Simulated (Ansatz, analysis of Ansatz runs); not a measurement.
## CsLi2Cl3 (Immm), nudged elastic band: V_Cl hop (3.8 Å) (q = +1)

Aim: the barrier of one jump in CsLi2Cl3 (Immm) at charge +1: V_Cl hop (3.8 Å). The model is a cell of 72 host atoms with 1 Cl taken out; Cl is the atom that moves.

Program: Ansatz 0.2.0. Level of theory: plane-wave PAW DFT, PBEsol; nudged elastic band between two relaxed defect structures at fixed charge in a uniform background. Results are calculated unless marked as measured.

Most raw output is cut from this account.

## Step 1: The structure

The cell holds 71 atoms: 12 Cs, 24 Li and 35 Cl. Its edges and angles: a = 13.503 Å, b = 11.191 Å, c = 12.249 Å, α = 90.0°, β = 90.0°, γ = 66.3°. It derives from CsLi2Cl3 (space group Immm). Nearest the centre at fractional (0.208, 0.875, 0.614): Li12 at 1.60 Å, Cl19 at 1.89 Å, Cs24 at 2.94 Å, Cs1 at 2.94 Å, Cl14 at 3.23 Å, Cl37 at 3.23 Å, Li28 at 3.51 Å, Li5 at 3.51 Å. The cell carries charge +1.

The cell's shortest repeat is 11.2 Å.

## Step 2: Relaxation of the start point, charge +1

The ends come first: from an unrelaxed start the top is counted from too high an energy, and the barrier comes out too low. Small random displacements break the symmetry of the ideal sites, so that the defect can distort if it gains by it. The charge of +1 is set by the electron count, and a uniform background keeps the cell neutral.

qp1.start/input.yaml

```yaml
crystal:
  lattice:
    - [13.50322694, 0.0, 0.0]
    - [4.50107565, 10.24633985, 0.0]
    - [0.0, 0.0, 12.2489163]
  atoms:
    - { symbol: Cs, position: [0.0, 0.0, 0.5] }
    - { symbol: Cs, position: [0.08333333, 0.25, 0.0] }
    - { symbol: Cs, position: [0.16666667, 0.5, 0.5] }
    - { symbol: Cs, position: [0.25, 0.75, 0.0] }
    - { symbol: Li, position: [0.0, 0.0, 0.80716509] }
    - { symbol: Li, position: [0.08333333, 0.25, 0.30716509] }
    - { symbol: Li, position: [0.16666667, 0.5, 0.80716509] }
    - { symbol: Li, position: [0.25, 0.75, 0.30716509] }
[... 59 atom lines left out ...]
    - { symbol: Cl, position: [0.66666667, 0.0, 0.0] }
    - { symbol: Cl, position: [0.75, 0.25, 0.5] }
    - { symbol: Cl, position: [0.83333333, 0.5, 0.0] }
    - { symbol: Cl, position: [0.91666667, 0.75, 0.5] }
total_charge: 1
basis:
  ecutwfc: 420
  xc_grid: 2
hamiltonian:
  xc: pbesol
kpoints:
  mp_grid: { grid: [1, 1, 1], shift: [0.25, 0.25, 0.25] }
scf:
  occupations: { method: fixed }
  max_iter: 150
output:
  forces: true
relax:
  f_tol: 0.02
  max_steps: 70
  random_displacement: { amplitude: 0.03, seed: 8994 }
```

Command:

```sh
$ ansatz run input.yaml --threads 32 --pin off --max-ram 84787MiB --backend cuda --events-out ev --progress --plain --runs-dir out --max-vram 78GiB
```

It took 3.4 s on 1 × NVIDIA GB200 with 32 threads of Arm Neoverse V2, shared host; peak memory 1.4 GiB; 13 s of CPU time.

Relaxation path:

| step | energy less that of the first step (eV) | largest force component (eV/Å) |
| --- | --- | --- |
| 1 | 0.0000 | 0.8460 |
| 2 | -0.4633 | 0.3596 |
| 3 | -0.5880 | 0.0575 |
| 4 | -0.6029 | 0.0755 |
| 5 | -0.6192 | 0.0175 |

The atoms that moved most (Å, from the sites as typed, ahead of the random displacement, the mean shift of all atoms taken out):

| atom | dx | dy | dz | length |
| --- | --- | --- | --- | --- |
| Li12 | 0.003 | -0.006 | 0.399 | 0.399 |
| Li8 | -0.001 | -0.002 | -0.397 | 0.397 |
| Cl15 | 0.020 | -0.140 | 0.166 | 0.218 |
| Cl19 | 0.023 | -0.139 | -0.163 | 0.216 |
| Cl36 | -0.022 | 0.134 | 0.162 | 0.211 |
| Cl40 | -0.019 | 0.131 | -0.161 | 0.208 |
| Cs1 | -0.068 | 0.105 | 0.003 | 0.125 |
| Cs26 | 0.068 | -0.100 | 0.000 | 0.121 |

Neighbours of Cl19 at the end:

| atom | distance (Å) |
| --- | --- |
| Li12 | 2.432 |
| Li28 | 2.498 |
| Li5 | 2.544 |
| Li10 | 2.814 |
| Cl14 | 3.414 |
| Cl37 | 3.416 |
| Cs24 | 3.495 |
| Cs1 | 3.527 |
| Cl63 | 3.534 |
| Cl16 | 3.563 |

This step gave:

| Quantity | Value |
| --- | --- |
| free energy | -109166.9354 eV |
| r.m.s. move of the farther half of the atoms | 0.03551 Å |
| largest move from the ideal geometry of this structure, a common shift of the far atoms taken out | 0.3998 Å |

The relaxation gained 0.619 eV and ended with a largest force component of 0.018 eV/Å.

## Step 3: Relaxation of the end point, charge +1

The end point is relaxed in the same cell and settings, so that the two energies compare. Atoms more than 3.2 Å from the middle of the hop start where the first relaxation left them, the nearer ones on or close to their ideal places, with small random displacements.

qp1.end/input.yaml

```yaml
crystal:
  lattice:
    - [13.50322694, 0.0, 0.0]
    - [4.50107565, 10.24633985, 0.0]
    - [0.0, 0.0, 12.2489163]
  atoms:
    - { symbol: Cs, position: [0.0, 0.0, 0.5] }
    - { symbol: Cs, position: [0.0819393, 0.25536664, -0.00015384] }
[... 2 atom lines left out ...]
    - { symbol: Li, position: [-0.00070477, 0.00272582, 0.80713403] }
[... 4 atom lines left out ...]
    - { symbol: Li, position: [0.08032742, 0.25993114, 0.69144993] }
[... 1 atom line left out ...]
    - { symbol: Li, position: [0.25, 0.75, 0.69283491] }
[... 1 atom line left out ...]
    - { symbol: Cl, position: [0.08050732, 0.7521362, 0.77627912] }
    - { symbol: Cl, position: [0.17259644, -0.01328904, 0.28549172] }
[... 3 atom lines left out ...]
    - { symbol: Cl, position: [0.25, -0.25, 0.5] }
[... 2 atom lines left out ...]
    - { symbol: Cl, position: [0.0822452, 0.25104472, 0.49987162] }
[... 1 atom line left out ...]
    - { symbol: Cs, position: [0.33333333, 0.0, 0.5] }
[... 3 atom lines left out ...]
    - { symbol: Li, position: [0.33304459, 0.00013034, 0.80678387] }
[... 8 atom lines left out ...]
    - { symbol: Cl, position: [0.41978178, 0.74803212, 0.77662424] }
[... 2 atom lines left out ...]
    - { symbol: Cl, position: [0.32759163, 0.51307551, 0.71469216] }
[... 30 atom lines left out ...]
    - { symbol: Cl, position: [0.92239493, 0.75158102, 0.49988678] }
total_charge: 1
basis:
  ecutwfc: 420
  xc_grid: 2
hamiltonian:
  xc: pbesol
kpoints:
  mp_grid: { grid: [1, 1, 1], shift: [0.25, 0.25, 0.25] }
scf:
  occupations: { method: fixed }
  max_iter: 150
output:
  forces: true
relax:
  f_tol: 0.02
  max_steps: 70
  random_displacement: { amplitude: 0.01, seed: 8994 }
```

Wall time 4.2 s (1 × NVIDIA GB200 with 32 threads); peak memory 1.4 GiB; 17 s of CPU time.

Relaxation path:

| step | energy less that of the first step (eV) | largest force component (eV/Å) |
| --- | --- | --- |
| 1 | 0.0000 | 0.7963 |
| 2 | -0.8846 | 0.4572 |
| 3 | -1.2219 | 0.1327 |
| 4 | -1.2799 | 0.0606 |
| 5 | -1.2979 | 0.0288 |
| 6 | -1.3016 | 0.0083 |

The atoms that moved most (Å, from the sites as typed, ahead of the random displacement):

| atom | dx | dy | dz | length |
| --- | --- | --- | --- | --- |
| Cl14 | 0.251 | 0.446 | -0.237 | 0.564 |
| Cl37 | -0.198 | 0.267 | -0.201 | 0.388 |
| Li7 | -0.017 | -0.378 | 0.044 | 0.381 |
| Li8 | -0.002 | 0.011 | 0.375 | 0.375 |
| Li12 | -0.021 | -0.341 | -0.098 | 0.356 |
| Li5 | -0.317 | 0.074 | 0.098 | 0.340 |
| Li28 | 0.307 | -0.042 | 0.107 | 0.327 |
| Cl16 | -0.185 | -0.265 | -0.028 | 0.324 |

Neighbours of Cl19 at the end:

| atom | distance (Å) |
| --- | --- |
| Li12 | 2.311 |
| Li8 | 2.367 |
| Cs24 | 3.411 |
| Cs3 | 3.420 |
| Cs1 | 3.428 |
| Cs26 | 3.428 |
| Cl15 | 3.758 |
| Cl14 | 3.790 |
| Cl36 | 3.813 |
| Cl37 | 3.826 |

Numbers from this step:

```
free energy                                                                                       : -109167.3795 eV
r.m.s. move of the farther half of the atoms                                                      : 0.06016 Å
largest move from the ideal geometry of this structure, a common shift of the far atoms taken out : 0.5533 Å
```

The relaxation gained 1.302 eV and ended with a largest force component of 0.0083 eV/Å. The end lies 0.444 eV below the start.

## Step 4: Nudged elastic band, charge +1

5 movable images are laid between the ends on a pair-potential path, which keeps atoms from colliding in the first guess. Each image feels the true force across the path and a spring force along it. The highest image is set to climb to the top of the path.

This step: plane-wave PAW DFT, PBEsol; nudged elastic band between two relaxed defect structures at fixed charge in a uniform background.

qp1.neb/input.yaml

```yaml
crystal:
  lattice:
    - [13.50322694, 0.0, 0.0]
    - [4.50107565, 10.24633985, 0.0]
    - [0.0, 0.0, 12.2489163]
  atoms:
    - { symbol: Cs, position: [-0.00819543, 0.01001208, 0.50004887] }
    - { symbol: Cs, position: [0.08221761, 0.25483291, -0.00018204] }
    - { symbol: Cs, position: [0.16465699, 0.49252998, 0.4998984] }
    - { symbol: Cs, position: [0.25037104, 0.74955548, -7.171e-05] }
    - { symbol: Li, position: [-0.00042646, 0.00219209, 0.80710583] }
    - { symbol: Li, position: [0.08044834, 0.25931006, 0.30825612] }
    - { symbol: Li, position: [0.16719995, 0.49947508, 0.80681219] }
    - { symbol: Li, position: [0.25015884, 0.74962129, 0.27462713] }
    - { symbol: Li, position: [-0.00076465, 0.00244359, 0.19270795] }
    - { symbol: Li, position: [0.08060573, 0.25939741, 0.69142173] }
    - { symbol: Li, position: [0.16706988, 0.49954026, 0.19290512] }
    - { symbol: Li, position: [0.25061368, 0.74923854, 0.72522639] }
    - { symbol: Cl, position: [0.00042222, 0.50071348, 0.27272957] }
    - { symbol: Cl, position: [0.08078563, 0.75160246, 0.77625092] }
    - { symbol: Cl, position: [0.17287475, -0.01382277, 0.28546352] }
    - { symbol: Cl, position: [0.25008241, 0.24980738, 0.76896772] }
    - { symbol: Cl, position: [0.00038385, 0.50088739, 0.72705327] }
    - { symbol: Cl, position: [0.08055988, 0.75160557, 0.22316486] }
    - { symbol: Cl, position: [0.17311026, -0.01380749, 0.71446996] }
    - { symbol: Cl, position: [0.25008744, 0.24971659, 0.23044504] }
    - { symbol: Cl, position: [0.00342891, 0.00104146, -0.00014017] }
    - { symbol: Cl, position: [0.08252351, 0.25051098, 0.49984342] }
    - { symbol: Cl, position: [0.17101137, 0.49931037, -0.00014325] }
    - { symbol: Cs, position: [0.33541663, 0.00812942, 0.49978183] }
    - { symbol: Cs, position: [0.41818803, 0.24454286, -0.00040287] }
    - { symbol: Cs, position: [0.50849585, 0.4900621, 0.49985297] }
    - { symbol: Cs, position: [0.58389715, 0.74940872, -9.469e-05] }
    - { symbol: Li, position: [0.3333229, -0.00040339, 0.80675567] }
    - { symbol: Li, position: [0.41958438, 0.24086389, 0.30814365] }
    - { symbol: Li, position: [0.50140232, 0.49682646, 0.80706377] }
    - { symbol: Li, position: [0.58502536, 0.74755766, 0.30704706] }
    - { symbol: Li, position: [0.33305383, -0.00014954, 0.19293835] }
    - { symbol: Li, position: [0.41959781, 0.24131681, 0.69141682] }
    - { symbol: Li, position: [0.50112699, 0.49679371, 0.19266019] }
    - { symbol: Li, position: [0.58523128, 0.74759392, 0.69265021] }
    - { symbol: Cl, position: [0.32757453, 0.51286087, 0.28515753] }
    - { symbol: Cl, position: [0.42006009, 0.74749839, 0.77659604] }
    - { symbol: Cl, position: [0.49979985, -0.00114328, 0.27264849] }
    - { symbol: Cl, position: [0.57898511, 0.25358143, 0.77050315] }
    - { symbol: Cl, position: [0.32786994, 0.51254178, 0.71466396] }
    - { symbol: Cl, position: [0.41980225, 0.74756715, 0.22320892] }
    - { symbol: Cl, position: [0.49976275, -0.00089661, 0.72714338] }
    - { symbol: Cl, position: [0.57890304, 0.25350306, 0.22919494] }
    - { symbol: Cl, position: [0.32932563, 0.00013412, -0.0001894] }
    - { symbol: Cl, position: [0.41759244, 0.24994114, 0.49978252] }
    - { symbol: Cl, position: [0.49724313, 0.49815742, -0.00013873] }
    - { symbol: Cl, position: [0.57735894, 0.74920034, 0.49984758] }
    - { symbol: Cs, position: [0.66814451, -0.00382803, 0.49967243] }
    - { symbol: Cs, position: [0.75034694, 0.24967537, -0.00054557] }
    - { symbol: Cs, position: [0.83181186, 0.504331, 0.49978656] }
    - { symbol: Cs, position: [0.91645292, 0.75040952, -0.00018878] }
    - { symbol: Li, position: [0.66694739, -0.00171548, 0.80740445] }
    - { symbol: Li, position: [0.75016939, 0.24987148, 0.30595704] }
    - { symbol: Li, position: [0.83353556, 0.50119847, 0.80746431] }
    - { symbol: Li, position: [0.9150676, 0.75235142, 0.30702878] }
    - { symbol: Li, position: [0.66688422, -0.00151962, 0.19223044] }
    - { symbol: Li, position: [0.75041224, 0.24968653, 0.69350084] }
    - { symbol: Li, position: [0.83343768, 0.50092652, 0.1922517] }
    - { symbol: Li, position: [0.91506866, 0.75257445, 0.69266408] }
    - { symbol: Cl, position: [0.66889941, 0.49701818, 0.27190923] }
    - { symbol: Cl, position: [0.75014119, 0.74987013, 0.77025332] }
    - { symbol: Cl, position: [0.831554, 0.0023929, 0.27200219] }
    - { symbol: Cl, position: [0.92190121, 0.24566485, 0.77055598] }
    - { symbol: Cl, position: [0.66908428, 0.49704274, 0.72769809] }
    - { symbol: Cl, position: [0.7501093, 0.74972377, 0.2296395] }
    - { symbol: Cl, position: [0.83169632, 0.00235504, 0.72788903] }
    - { symbol: Cl, position: [0.92164364, 0.24576051, 0.22905607] }
    - { symbol: Cl, position: [0.66724785, -0.00048719, -0.00012394] }
    - { symbol: Cl, position: [0.75019705, 0.25000791, 0.49985593] }
    - { symbol: Cl, position: [0.83319486, 0.50008215, -0.00016006] }
    - { symbol: Cl, position: [0.92267324, 0.75104729, 0.49985857] }
total_charge: 1
basis:
  ecutwfc: 420
  xc_grid: 2
hamiltonian:
  xc: pbesol
kpoints:
  mp_grid: { grid: [1, 1, 1], shift: [0.25, 0.25, 0.25] }
scf:
  occupations: { method: fixed }
  max_iter: 150
output:
  forces: true
neb:
  images: 5
  f_tol: 0.04
  climbing: true
  initial_path: idpp
  max_iterations: 45
  order_check: true
  final_atoms:
    - { symbol: Cs, position: [-0.00259194, -0.0009202, 0.49968464] }
    - { symbol: Cs, position: [0.08267887, 0.24658638, 0.00811675] }
[... 2 atom lines left out ...]
    - { symbol: Li, position: [-0.02635932, 0.00853284, 0.81424166] }
[... 4 atom lines left out ...]
    - { symbol: Li, position: [0.06982374, 0.28690749, 0.68629447] }
[... 1 atom line left out ...]
    - { symbol: Li, position: [0.25974088, 0.71530019, 0.68392689] }
[... 1 atom line left out ...]
    - { symbol: Cl, position: [0.0847814, 0.79426332, 0.75596955] }
    - { symbol: Cl, position: [0.16591199, -0.00082189, 0.27202572] }
[... 3 atom lines left out ...]
    - { symbol: Cl, position: [0.250171, -0.24942391, 0.49758935] }
[... 2 atom lines left out ...]
    - { symbol: Cl, position: [0.08506209, 0.24651464, 0.50156238] }
[... 1 atom line left out ...]
    - { symbol: Cs, position: [0.33732576, -0.00252521, 0.49540201] }
[... 3 atom lines left out ...]
    - { symbol: Li, position: [0.35729949, -0.0053344, 0.81462313] }
[... 8 atom lines left out ...]
    - { symbol: Cl, position: [0.39665252, 0.7726732, 0.75925508] }
[... 2 atom lines left out ...]
    - { symbol: Cl, position: [0.32880913, 0.48975248, 0.73026353] }
[... 30 atom lines left out ...]
    - { symbol: Cl, position: [0.91744972, 0.74826005, 0.49857395] }
```

Run time: 35 s. Hardware: 1 × NVIDIA GB200 with 32 threads; peak memory 2.5 GiB.

(Continued in part 2 of 2.)

[Logs are printed without paths, hosts, clocks, repeated set-up lines and the standing remarks that a program may print on its own settings, such as how far it seeks lower states.]

[Hosts, paths, dates, database ids (printed as entryN), source tags and the programs' standing remarks are cut or masked in the printed files.]
